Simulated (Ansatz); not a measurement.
# AgGeF3 (model cell, started as cubic perovskite with Ge in the octahedra): following an unstable mode

Aim: this structure of AgGeF3 (model cell, started as cubic perovskite with Ge in the octahedra) is to be tested for unstable modes, and one is followed downhill.

Method: DFT PBEsol, scalar-relativistic, plane waves, PAW; PAW set soft_1, in Ansatz 0.2.0.

The structure was built from a prototype and need not be the compound's stable phase.

**1. Set-up**

The structure is cubic, space group Pm-3m (No. 221). The conventional cell has a = 4.264 Å, b = 4.264 Å, c = 4.264 Å, α = 90.00°, β = 90.00°, γ = 90.00°. Ag has 12 F at 3.02 Å nearest. Ge has 6 F at 2.13 Å nearest. F has 2 Ge at 2.13 Å nearest. Farther neighbours and most contacts between anions are not listed.

**2. The dispersion**

The cell comes from relaxations at this level that are not shown. Stability and thermal properties need the whole zone. Linear response on a 4×4×4 q mesh gives force constants as far as a supercell of that size would.

input.yaml

```yaml
crystal:
  lattice:
    - [4.2639971677, 0.0, 0.0]
    - [0.0, 4.2639971677, 0.0]
    - [0.0, 0.0, 4.2639971677]
  atoms:
    - { symbol: Ag, position: [0.0, 0.0, 0.0] }
    - { symbol: Ge, position: [0.5, 0.5, 0.5] }
    - { symbol: F, position: [0.5, 0.5, 0.0] }
    - { symbol: F, position: [0.5, 0.0, 0.5] }
    - { symbol: F, position: [0.0, 0.5, 0.5] }
kpoints:
  mp_grid: { grid: [8, 8, 8] }
hamiltonian:
  xc: pbesol
  pseudopotentials: { kind: paw, azcp: { folder: soft_1 }, xc_functional: pbe }
scf:
  occupations: { method: methfessel_paxton, width: 0.2 }
output:
  eigenvalues: true
phonons:
  method: dfpt
  qmesh: [4, 4, 4]
  temperatures: { t_max: 1000, t_step: 50 }
  qpath:
    path:
      - [[0.0, 0.0, 0.0], [0.0, 0.5, 0.0], [0.5, 0.5, 0.0], [0.0, 0.0, 0.0], [0.5, 0.5, 0.5], [0.0, 0.5, 0.0]]
      - [[0.5, 0.5, 0.5], [0.5, 0.5, 0.0]]
    npoints: 10
```

Run with:

```sh
> ansatz run input.yaml --threads 4 --pin off --max-ram 16384MiB --backend cpu --events-out ev --progress --plain --runs-dir out
```

Numbers of over 12 decimals in the logs are rounded to 6 here.

Output:

```text
Engine: ansatz 0.2.0, aarch64-unknown-linux-gnu
Pseudopotentials: kind: paw
Pseudopotential: Ag, paw, valence charge 19, recommended cutoff 420 eV (normal), soft_1/Ag.paw.azcp
Pseudopotential: Ge, paw, valence charge 14, recommended cutoff 420 eV (normal), soft_1/Ge.paw.azcp
Pseudopotential: F, paw, valence charge 7, recommended cutoff 420 eV (normal), soft_1/F.paw.azcp
Functional definition: PBEsol
  exchange = pbesol_x
  correlation = pbesol_c
Crystal: 5 atoms, lattice volume = 77.527 Å³
Basis set: ecut = 420 eV, 1503 PW (Γ), exchange–correlation on 60×60×60 points (8 copies of the dense FFT grid, shifted against one another)
Bands: 33, of which v1, the nominal top of the filled ones, is band 27 counted from 1 (26 counted from 0)
Symmetry: 48 space group operations
k-points: 35 of 512
Non-local potential: Ag, projectors of the file, l = 0: 3, l = 1: 2, l = 2: 2, l = 3: 1
Non-local potential: Ge, projectors of the file, l = 0: 2, l = 1: 2, l = 2: 3, l = 3: 1
Non-local potential: F, projectors of the file, l = 0: 2, l = 1: 2, l = 2: 1
PAW form: soft (Blöchl's): semilocal exchange-correlation on the pseudo side does not see the compensation charge
PAW frozen core: Ag, regenerated for the run's functional, and the local potential with it (the file was generated under x = pbe(κ = 0.804, μ = 0.219515), c = pbe(β = 0.066725))
PAW frozen core: Ge, regenerated for the run's functional, and the local potential with it (the file was generated under x = pbe(κ = 0.804, μ = 0.219515), c = pbe(β = 0.066725))
PAW frozen core: F, regenerated for the run's functional, and the local potential with it (the file was generated under x = pbe(κ = 0.804, μ = 0.219515), c = pbe(β = 0.066725))
PAW one-centre angular grid: Ag, 590 points (default); XC on 64 Gauss nodes
PAW one-centre angular grid: Ge, 590 points (default); XC on 64 Gauss nodes
PAW one-centre angular grid: F, 110 points (default); XC on 64 Gauss nodes
Initial density: superposition of atomic densities (chi_scale 0.1, normalization cell, long waves kept (reshape's long-wave potential 0.10 eV rms))
Initial wavefunctions: pseudopotential atomic-orbital guess
Functional: x = pbesol(κ = 0.804, μ = 0.123457), c = pbesol(β = 0.046)
SCF iter   1: F=—  HF=-14184.083028 eV  |F-HF|=—  |Δ(HF+E_count)|=         —  Δρ=2.14e-1  dr2=3.44e1  ethr=3.10e-3  ⟨swp⟩=5.1  Hψ=4193  notcnv=0
preconditioner: auto → LDOS  [metal: Δε(μ)=0.026 eV  Ē_g=17.234 eV  σ=0.200 eV  W_gap=0.11  n_scr=26 (ndim 8)  ℏωp=28.6 eV  f_vac=0.037  D(μ)=2.58/eV (n_scr^D=18)  β→1.0]
SCF iter   2: F=—  HF=-14177.868685 eV  |F-HF|=—  |Δ(HF+E_count)|=    6.21e0  S|Δr|=    0.00e0  Δρ=1.22e-1  dr2=6.55e0  ethr=3.10e-3  ⟨swp⟩=3.5  Hψ=2948  notcnv=0  defer=42
SCF iter   3: F=—  HF=-14175.877873 eV  |F-HF|=—  |Δ(HF+E_count)|=    1.99e0  S|Δr|=    0.00e0  Δρ=3.52e-2  dr2=8.56e-1  ethr=3.10e-3  ⟨swp⟩=2.7  Hψ=2604  notcnv=0  defer=38
SCF iter   4: F=—  HF=-14175.633581 eV  |F-HF|=—  |Δ(HF+E_count)|=   2.44e-1  S|Δr|=    0.00e0  Δρ=1.49e-2  dr2=1.10e-1  ethr=1.59e-3  ⟨swp⟩=2.2  Hψ=2523  notcnv=0  defer=40
SCF iter   5: F=—  HF=-14175.623871 eV  |F-HF|=—  |Δ(HF+E_count)|=   9.71e-3  S|Δr|=    0.00e0  Δρ=4.75e-3  dr2=1.30e-2  ethr=2.04e-4  ⟨swp⟩=2.1  Hψ=2320  notcnv=0  defer=40
SCF iter   6: F=—  HF=-14175.622963 eV  |F-HF|=—  |Δ(HF+E_count)|=   9.08e-4  S|Δr|=    0.00e0  Δρ=9.21e-4  dr2=5.74e-4  ethr=2.41e-5  ⟨swp⟩=2.0  Hψ=2030  notcnv=0  defer=40
SCF iter   7: F=—  HF=-14175.622875 eV  |F-HF|=—  |Δ(HF+E_count)|=   8.78e-5  S|Δr|=    0.00e0  Δρ=2.18e-4  dr2=2.85e-5  ethr=1.06e-6  ⟨swp⟩=2.1  Hψ=1855  notcnv=0  defer=40
SCF iter   8: F=—  HF=-14175.622834 eV  |F-HF|=—  |Δ(HF+E_count)|=   4.06e-5  S|Δr|=    0.00e0  Δρ=2.71e-5  dr2=6.86e-7  ethr=5.28e-8  ⟨swp⟩=2.0  Hψ=1874  notcnv=0  defer=40
SCF iter   9: F=—  HF=-14175.622847 eV  |F-HF|=—  |Δ(HF+E_count)|=   1.27e-5  S|Δr|=    0.00e0  Δρ=2.25e-6  dr2=2.26e-9  ethr=1.27e-9  ⟨swp⟩=2.3  Hψ=1834  notcnv=0  defer=40
SCF iter  10: F=—  HF=-14175.622847 eV  |F-HF|=—  |Δ(HF+E_count)|=   1.49e-9  S|Δr|=    0.00e0  Δρ=3.37e-7  dr2=6.96e-11  ethr=4.18e-12  ⟨swp⟩=2.0  Hψ=2054  notcnv=0  defer=40
SCF iter  11: F=-14175.622847 eV  HF=-14175.622847 eV  |F-HF|=3.64e-12  |Δ(HF+E_count)|=  3.64e-12  S|Δr|=    0.00e0  Δρ=3.41e-8  dr2=8.45e-13  ethr=1.00e-12  ⟨swp⟩=11.5  Hψ=5799  notcnv=0
SCF 1 converged in 11 iterations: F = -14175.622847 eV  dr2 = 8.45e-13
  greatest PAW one-centre occupation: 1.000 electrons in one spin orbital (limit 2), on the Ag atom at site 0 (counted from 0), in its partial waves of l = 0
Initial density: read from a saved state, or passed on in memory by an earlier SCF of this step, an earlier step, the calling program or the single point that the run made first
iter 1 solved again at ethr=9.70e-8 eV; its pass at ethr=3.10e-3 eV (dr2=5.24e-5 eV) is discarded
SCF iter   1: F=—  HF=-14175.622850 eV  |F-HF|=—  |Δ(HF+E_count)|=         —  Δρ=2.96e-7  dr2=1.98e-11  ethr=9.70e-8  ⟨swp⟩=3.0  Hψ=6949  notcnv=0
eigensolver tolerance schedule: the retry pair's looser diagonalisation over-reported the residual by 2639542.66 of it (diagonalisation noise at an unbounded share of the residual, at the tolerance the schedule requests for it); recorded, not acted on — ethr = c·dr2/N_el stays at c = 1.0e-1
preconditioner: auto → Kerker (q_TF=auto, 2.569 Å⁻¹)  [metal: Δε(μ)=0.091 eV  Ē_g=16.472 eV  σ=0.200 eV  W_gap=0.38  n_scr=26 (ndim 8)  ℏωp=28.6 eV  f_vac=0.059  D(μ)=0.42/eV (n_scr^D=0)]
SCF iter   2: F=—  HF=-14175.622847 eV  |F-HF|=—  |Δ(HF+E_count)|=   2.44e-6  S|Δr|=    0.00e0  Δρ=1.60e-7  dr2=8.04e-12  ethr=1.00e-12  ⟨swp⟩=3.9  Hψ=5322  notcnv=0
SCF iter   3: F=-14175.622847 eV  HF=-14175.622847 eV  |F-HF|=7.28e-12  |Δ(HF+E_count)|=  3.64e-12  S|Δr|=    0.00e0  Δρ=9.24e-8  dr2=2.16e-12  ethr=1.00e-12  ⟨swp⟩=1.0  Hψ=2450  notcnv=0
SCF 2 converged in 3 iterations: F = -14175.622847 eV  dr2 = 2.16e-12
phonons: the bands overlap, so this run is a metal and interpolates without the dipole-dipole term. If the crystal is really an insulator or semiconductor, its LO-TO splitting is missing
NSCF: frozen V_eff on 35 k-points
NSCF: frozen V_eff on 125 k-points
DFPT response loops at q = (0, 0, 0) (fractional): preconditioner auto → Kerker (q_TF=auto, 2.569 Å⁻¹) (partly filled bands, converged f_vac=0.059); β = 1.00, the filter's whole step (`scf.mixing.beta` (0.50) is not read by the response loops under this deck's `scf.mixing.preconditioner`; to damp them name `kerker` or `kerker_dos`, under which they read `scf.mixing.beta`, and type it under 1.00, their step now; both keys bind the ground state too); Broyden in place of MSR1
NSCF: frozen V_eff on 400 k-points
DFPT response loops at q = (0, 0, 0.25) (fractional): mixed as the last ones told, above
NSCF: frozen V_eff on 250 k-points
DFPT response loops at q = (0, 0, -0.5) (fractional): mixed as the last ones told, above
NSCF: frozen V_eff on 640 k-points
DFPT response loops at q = (0, 0.25, 0.25) (fractional): mixed as the last ones told, above
NSCF: frozen V_eff on 400 k-points
DFPT response loops at q = (0, 0.25, -0.5) (fractional): mixed as the last ones told, above
NSCF: frozen V_eff on 250 k-points
DFPT response loops at q = (0, -0.5, -0.5) (fractional): mixed as the last ones told, above
NSCF: frozen V_eff on 1024 k-points
DFPT response loops at q = (0.25, 0.25, 0.25) (fractional): mixed as the last ones told, above
NSCF: frozen V_eff on 640 k-points
DFPT response loops at q = (0.25, 0.25, -0.5) (fractional): mixed as the last ones told, above
NSCF: frozen V_eff on 400 k-points
DFPT response loops at q = (0.25, -0.5, -0.5) (fractional): mixed as the last ones told, above
NSCF: frozen V_eff on 250 k-points
DFPT response loops at q = (-0.5, -0.5, -0.5) (fractional): mixed as the last ones told, above
SCF converged after 11 iterations
Stability not checked: this state was not tested for a lower state beside it, because cold or Methfessel-Paxton smearing, or corrected tetrahedra, fill the levels in a way that the test cannot read (fill_not_monotonic; see scf.lower_state_search)
Free energy (F): -14175.622847 eV
Harris-Foulkes:  -14175.622847 eV  (|F-HF|=3.64e-12)
Internal energy: -14175.625374 eV  (E = F + TS)
E sigma→0 (E₀):  -14175.623479 eV
Entropy (-TS):   0.002527 eV (0.505 meV/atom)
Fermi energy:    7.438253 eV
--- Per-component energies (eV) ---
  E_band       = -652.131879
  E_kinetic    = 1148.905615
  E_local      = -6587.722434  (includes V_loc(G=0)·N_el)
  E_nonlocal   = 512.688931
  E_hartree    = 2913.098541
  E_xc         = -453.201625
  E_vxc        = -554.424781  (∫ρ·V_xc dr)
  E_paw        = -6448.323877  (= ΣΔE_a)
  E_vpaw       = -997.778604  (= ΣTr[D̂ρ^β])
  E_aug_tail   = 0.002313  (compensation charges beyond the density's cutoff)
  E_ewald      = -5262.440842
  E_core_change = 1.368006  (= ΣΔE_core)
  E_smearing   = 0.002527  (= −TS)
  E_closure    = 0.000000  (closes the sum)
  Σ components = -14175.622847   (vs F -14175.622847, Δ=0.00e0)
--- Band table (eV; the first three rows and the last of 35) ---
  k-point 0: bands = [... 23 lower, 3.4660, 3.6188, 3.6188, 3.6188, 6.8526, 13.6854, 13.6854, 13.6854, ... 2 higher]
  k-point 1: bands = [... 23 lower, 3.5492, 3.6204, 3.6830, 3.6830, 7.0311, 13.1912, 13.7015, 13.7015, ... 2 higher]
  k-point 2: bands = [... 23 lower, 3.7107, 3.8206, 3.8206, 3.9772, 7.4865, 12.2265, 13.7589, 13.7589, ... 2 higher]
  k-point 34: bands = [... 23 lower, 3.5355, 3.7252, 3.7252, 8.4998, 8.5914, 10.4562, 10.4562, 10.4562, ... 2 higher]
--- Phonons (Γ-DFPT): 4 representative perturbations + reference (Σ response iterations 13) ---
  ASR residual: 2.046e-5 → 0.000e0 eV/Å²; symmetrization residual: 7.723e-6 eV/Å²
  ASR residual per site (eV/Å²): 2.87e-6 1.89e-6 2.05e-5 2.05e-5 2.05e-5
  Γ frequencies (cm⁻¹): -189.93 -189.93 -189.93 -79.26 -79.26 -79.26 -76.32 -76.32 -76.32 0.00 0.00 0.00 122.23 122.23 122.23
--- Phonons (arbitrary-q DFPT): 10 irreducible q on the 4×4×4 mesh ---
  q = [0.0000, 0.0000, 0.0000] (star 1, of the zone-centre solve; hermiticity 7.49e-6, symmetrization 2.58e-11): -189.93 -189.93 -189.93 -79.26 -79.26 -79.26 -76.32 -76.32 -76.32 -0.00 -0.00 0.00 122.23 122.23 122.23
  q = [0.0000, 0.0000, 0.2500] (star 6, 9 solved perturbations in 1560 linear systems a pass and spin channel, the states on 200 of 512 k-point pairs; hermiticity 1.68e-6, symmetrization 7.96e-12): -187.43 -187.43 -108.01 -76.47 -76.47 -73.83 -73.83 -71.03 19.30 19.30 22.70 114.42 114.42 162.11 226.79
  q = [0.0000, 0.0000, -0.5000] (star 3, 9 solved perturbations in 975 linear systems a pass and spin channel, the states on 125 of 512 k-point pairs; hermiticity 5.46e-7, symmetrization 2.80e-12): -185.51 -185.51 -105.06 -75.12 -75.12 -70.61 -70.61 -62.59 24.72 43.14 43.14 102.43 102.43 227.36 325.50
  q = [0.0000, 0.2500, 0.2500] (star 12, 9 solved perturbations in 2460 linear systems a pass and spin channel, the states on 320 of 512 k-point pairs; hermiticity 1.39e-6, symmetrization 5.58e-13): -184.20 -114.81 -106.87 -88.36 -74.08 -69.28 -53.56 -25.33 7.11 74.38 107.12 149.66 167.58 224.67 235.16
  q = [0.0000, 0.2500, -0.5000] (star 12, 15 solved perturbations on 200 of 512 k-point pairs; hermiticity 5.62e-7, symmetrization 8.79e-14): -181.47 -122.21 -94.88 -84.88 -69.99 -66.26 -39.99 -31.88 21.90 96.47 103.08 159.57 228.06 229.08 326.30
  q = [0.0000, -0.5000, -0.5000] (star 3, 9 solved perturbations in 975 linear systems a pass and spin channel, the states on 125 of 512 k-point pairs; hermiticity 1.33e-6, symmetrization 1.20e-12): -177.88 -134.56 -89.33 -89.33 -57.88 -57.88 -41.27 10.33 10.33 88.29 134.28 224.33 224.33 322.55 343.04
  q = [0.2500, 0.2500, 0.2500] (star 8, 4 solved perturbations in 1376 linear systems a pass and spin channel, the states on 512 of 512 k-point pairs; hermiticity 3.96e-7, symmetrization 1.40e-12): -116.50 -116.50 -110.86 -60.93 -60.93 -54.35 -28.44 82.88 82.88 148.62 164.60 164.60 222.54 222.54 250.99
  q = [0.2500, 0.2500, -0.5000] (star 12, 9 solved perturbations in 2460 linear systems a pass and spin channel, the states on 320 of 512 k-point pairs; hermiticity 4.05e-7, symmetrization 2.49e-12): -124.28 -120.76 -115.72 -61.84 -61.28 -45.79 72.11 96.06 114.44 159.36 161.94 220.01 225.24 245.47 331.26
  q = [0.2500, -0.5000, -0.5000] (star 6, 9 solved perturbations in 1560 linear systems a pass and spin channel, the states on 200 of 512 k-point pairs; hermiticity 1.46e-6, symmetrization 4.38e-13): -135.82 -123.67 -123.67 -62.52 -62.52 -53.66 108.82 108.82 136.72 156.95 219.69 219.69 226.07 322.09 327.36
  q = [-0.5000, -0.5000, -0.5000] (star 1, 4 solved perturbations in 350 linear systems a pass and spin channel, the states on 125 of 512 k-point pairs; hermiticity 6.60e-7, symmetrization 3.02e-12): -137.10 -137.10 -137.10 -62.38 -62.38 -62.38 139.50 139.50 139.50 213.48 213.48 213.48 216.16 321.26 321.26
  sum rule: each row above includes the acoustic sum rule's correction from the zone centre's row sums; it moved no ω² by more than (0.54 cm⁻¹)²
  mesh force constants: q→R imaginary residual 1.26e-18; ASR residual 2.046e-5 → 0.000e0 eV/Å²; symmetrization residual 2.220e-15 eV/Å²
  interpolated dispersion: 62 rows × 15 modes
  density of states and harmonic sums: on the 16×16×16 q-mesh, interpolated from the force constants of a 4×4×4 supercell (no non-analytic term)
  largest difference from the sums on the solved wave vectors: F 1.12e-2 eV, S 1.61e-5 and C_V 1.77e-5 eV/K
  zero-point energy: 0.076095 eV/cell   skipped modes (ω ≤ 0): 1211, of them read as no rigid motion or as one in doubt: 1208 (7.239e0 modes/cell left out, lowest -189.93 cm⁻¹)   left out of the sums: 4.83e-1 of the cell's modes: C_V's classical limit lies that fraction below 3 k_B per atom; for a crystal, a wire or a layer, F and S can be off by more, and a phonons.interpolated_qmesh denser along its periods is the remedy for the sampling
```

Elapsed: 16 min, on 4 threads of Arm Neoverse V2, shared host; peak memory 2.8 GiB; 64 min of CPU time.

This step gave:

| Property | Result |
| --- | --- |
| volume per atom | 15.51 Å³ |
| gap on the k-mesh | 0 eV |
| sum-rule residual before enforcement | 2.05e-5 eV/Å² |
| lowest frequency on the path | -189.9 cm⁻¹ |
| point group | m-3m |
| highest frequency on the path or at a solved wavevector | 344.4 cm⁻¹ |
| highest optical mode at the zone centre (no LO-TO term) | 122.2 cm⁻¹ |
| lowest optical zone-centre mode | -189.9 cm⁻¹ |
| lowest mode on the q mesh (acoustic modes at Γ apart) | -189.9 cm⁻¹ |

Frequencies (cm⁻¹) solved at each irreducible wavevector; negative means imaginary. Frequencies by wavevector, by row:

```
q in reciprocal lattice units  star  mode 1  mode 2  mode 3  mode 4  mode 13  mode 14  mode 15
                        0 0 0     1  -189.9  -189.9  -189.9   -79.3    122.2    122.2    122.2
                     0 0 0.25     6  -187.4  -187.4    -108   -76.5    114.4    162.1    226.8
                     0 0 -0.5     3  -185.5  -185.5  -105.1   -75.1    102.4    227.4    325.5
                  0 0.25 0.25    12  -184.2  -114.8  -106.9   -88.4    167.6    224.7    235.2
                  0 0.25 -0.5    12  -181.5  -122.2   -94.9   -84.9    228.1    229.1    326.3
                  0 -0.5 -0.5     3  -177.9  -134.6   -89.3   -89.3    224.3    322.6      343
               0.25 0.25 0.25     8  -116.5  -116.5  -110.9   -60.9    222.5    222.5      251
               0.25 0.25 -0.5    12  -124.3  -120.8  -115.7   -61.8    225.2    245.5    331.3
               0.25 -0.5 -0.5     6  -135.8  -123.7  -123.7   -62.5    226.1    322.1    327.4
               -0.5 -0.5 -0.5     1  -137.1  -137.1  -137.1   -62.4    216.2    321.3    321.3
```

Interpolated from a 4×4×4 q mesh. The phonon branches at the labelled points (cm⁻¹):

```
    point  branch 1  branch 2  branch 3  branch 4  branch 12  branch 13  branch 14  branch 15
        Γ      -190      -190      -190       -79          0        122        122        122
  halfway      -187      -187      -108       -76        114        114        162        227
        X      -186      -186      -105       -75        102        102        227        326
  halfway      -182      -122       -95       -85        160        228        229        326
        M      -178      -135       -89       -89        224        224        322        343
  halfway      -184      -115      -107       -88        150        168        225        235
        Γ      -190      -190      -190       -79          0        122        122        122
  halfway      -116      -116      -111       -61        165        222        222        251
        R      -137      -137      -137       -62        214        216        321        321
  halfway      -124      -121      -116       -62        220        225        246        331
        X      -186      -186      -105       -75        102        102        227        326
jump to R      -137      -137      -137       -62        214        216        321        321
  halfway      -136      -124      -124       -62        220        226        322        327
        M      -178      -135       -89       -89        224        224        322        343
```

Symmetry leaves 10 wavevectors to solve. The lowest mode among them, the acoustic zeros apart, lies at Γ and is imaginary, 189.9i cm⁻¹, so the energy falls along it.

**3. The mode frozen in, largest atomic shift 0 Å**

The mode followed lies at Γ with frequency 189.9i cm⁻¹ and is 3-fold degenerate, the softest among the wavevectors solved. At small amplitude the distorted cell has space group no. 99 by a symmetry search on the positions. The undistorted cell that holds it gives the zero of energy on the same k mesh.

input.yaml, the sections that differ from step 2:

```yaml
output:
  forces: true
  stress: true
  eigenvalues: true
# crystal, kpoints, hamiltonian, scf: as in step 2
# phonons: removed
```

Output:

```text
[...]
Crystal: 5 atoms, lattice volume = 77.527 Å³
Basis set: ecut = 420 eV, 1503 PW (Γ), exchange–correlation on 60×60×60 points (8 copies of the dense FFT grid, shifted against one another)
Bands: 33, of which v1, the nominal top of the filled ones, is band 27 counted from 1 (26 counted from 0)
Symmetry: 48 space group operations
[...]
k-points: 35 of 512
[...]
k-point 0: bands = [... 23 lower, 3.4661, 3.6189, 3.6189, 3.6189, 6.8526, 13.6854, 13.6854, 13.6854, ... 2 higher]
  k-point 1: bands = [... 23 lower, 3.5493, 3.6204, 3.6830, 3.6830, 7.0311, 13.1912, 13.7015, 13.7015, ... 2 higher]
  k-point 2: bands = [... 23 lower, 3.7107, 3.8206, 3.8206, 3.9772, 7.4865, 12.2265, 13.7589, 13.7589, ... 2 higher]
  k-point 34: bands = [... 23 lower, 3.5355, 3.7252, 3.7252, 8.4998, 8.5914, 10.4562, 10.4562, 10.4562, ... 2 higher]
[key lines of the parts left out:]
SCF converged after 9 iterations
Free energy (F): -14175.622847 eV
Fermi energy:    7.438265 eV
P = ⅓ Tr σ = 0.0089 GPa (0.089 kbar)
```

Elapsed: 1.7 s, on 4 threads; peak memory 0.36 GiB; 6 s of CPU time.

Numbers from this step:

```
pressure                         : 0.008908 GPa
energy from the undistorted cell : 0 meV/atom
```

The run ends at a pressure of 0.01 GPa.

(Continued in part 2 of 3.)

[Logs are printed without paths, hosts, clocks, repeated set-up lines and the standing remarks that a program may print on its own settings, such as how far it seeks lower states.]

[Hosts, paths, dates, database ids (printed as entryN), source tags and the programs' standing remarks are cut or masked in the printed files.]
